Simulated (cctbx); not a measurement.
# Interatomic vectors of NdCoS3

Space group P6_3cm (no. 185), a = 7.5260 Å, b = 7.5260 Å, c = 14.1190 Å, α = 90.00°, β = 90.00°, γ = 120.00°, content Nd6 Co6 S18.

The data are simulated with cctbx, not measured: Mo Kα, λ = 0.71073 Å, to d = 0.77 Å, 80 % of the full sphere, strongest reflection 20000 counts, noise from counting, a 1.5 % proportional error and a noise floor of 15 counts (s.d.); no absorption.

Patterson synthesis, origin scaled to 1000:

```text
Patterson group P 6/m m m
      u       v       w   height  length (A)
  0.000   0.000   0.000   1000.0     0.00
  0.000   0.000   0.500    819.9     7.06
  0.333   0.667   0.000    439.7     4.35
  0.333   0.667   0.471    325.8     7.94
  0.333   0.667   0.250    211.8     5.60
  0.000   0.334   0.250    189.7     4.33
  0.000   0.000   0.202    161.9     2.86
  0.000   0.000   0.293    151.8     4.13
  0.000   0.330   0.500    109.8     7.48
  0.333   0.667   0.165     84.7     4.93
  0.000   0.319   0.384     73.0     5.93
  0.000   0.341   0.420     71.2     6.46
  0.000   0.332   0.091     69.7     2.81
  0.000   0.350   0.360     62.5     5.72
```

**Question.** Which atom pairs make the peaks, and where is the heaviest atom?

A peak at u stands for all pairs with xi − xj = u, with weight Σ ZiZj against Σ Z² = 30582 at the origin. Peak heights follow these weights only roughly, since form factors, motion and series ripples differ, all vectors within 0.55 Å of a peak are counted as merged into it though the farther ones add only part of their weight, and F(000) is left out, which lowers the whole map:

| u | v | w | shortest length (Å) | height | 1000 ΣZiZj/ΣZ² | pairs in the cell |
| --- | --- | --- | --- | --- | --- | --- |
| 0.000 | 0.000 | 0.500 | 7.06 | 820 | 757 | 6 × Nd–Nd, 6 × S–S |
| 0.333 | 0.667 | 0.000 | 4.34 | 440 | 496 | 2 × Nd–Nd, 6 × Co–Co, 14 × S–S |
| 0.333 | 0.667 | 0.471 | 7.94 | 326 | 504 | 4 × Nd–Nd, 4 × S–S |
| 0.333 | 0.667 | 0.250 | 5.59 | 212 | 377 | 12 × Nd–S |
| 0.000 | 0.334 | 0.250 | 4.33 | 190 | 318 | 6 × Nd–Co |
| 0.000 | 0.000 | 0.202 | 2.85 | 162 | 188 | 6 × Nd–S |
| 0.000 | 0.000 | 0.293 | 4.14 | 152 | 239 | 6 × Nd–S, 6 × S–S |
| 0.000 | 0.330 | 0.500 | 7.48 | 110 | 206 | 6 × Co–S, 3 × Co–Co, 6 × S–S |
| 0.333 | 0.667 | 0.165 | 4.93 | 85 | 170 | 12 × Co–S |
| 0.000 | 0.319 | 0.384 | 5.93 | 73 | 119 | 3 × Nd–S, 3 × S–S |

The table stops at ten peaks or at a height of 45, below which ripples compete. In the model behind the data Nd, the heaviest element, has 2 independent sites: (0, 0, 0.7749) and (2/3, 1/3, 0.7306), up to an allowed shift of origin; the Nd–Nd vectors are differences of these positions and their symmetry mates. The whole model:

```csv
atom,mult.,x,y,z,Ueq (Å²)
Nd1,2,0,0,0.7749,0.0100
Nd2,4,2/3,1/3,0.7306,0.0193
Co1,6,0,0.6686,0.4994,0.0220
S1,6,0,0.3034,0.1616,0.0354
S2,6,0,0.3556,0.8428,0.0259
S3,2,0,0,0.9777,0.0325
S4,4,2/3,1/3,0.5188,0.0258
```

This is a model crystal, built by substitution and not relaxed, with assumed displacement parameters.

[Logs are printed without paths, hosts, clocks, repeated set-up lines and the standing remarks that a program may print on its own settings, such as how far it seeks lower states.]
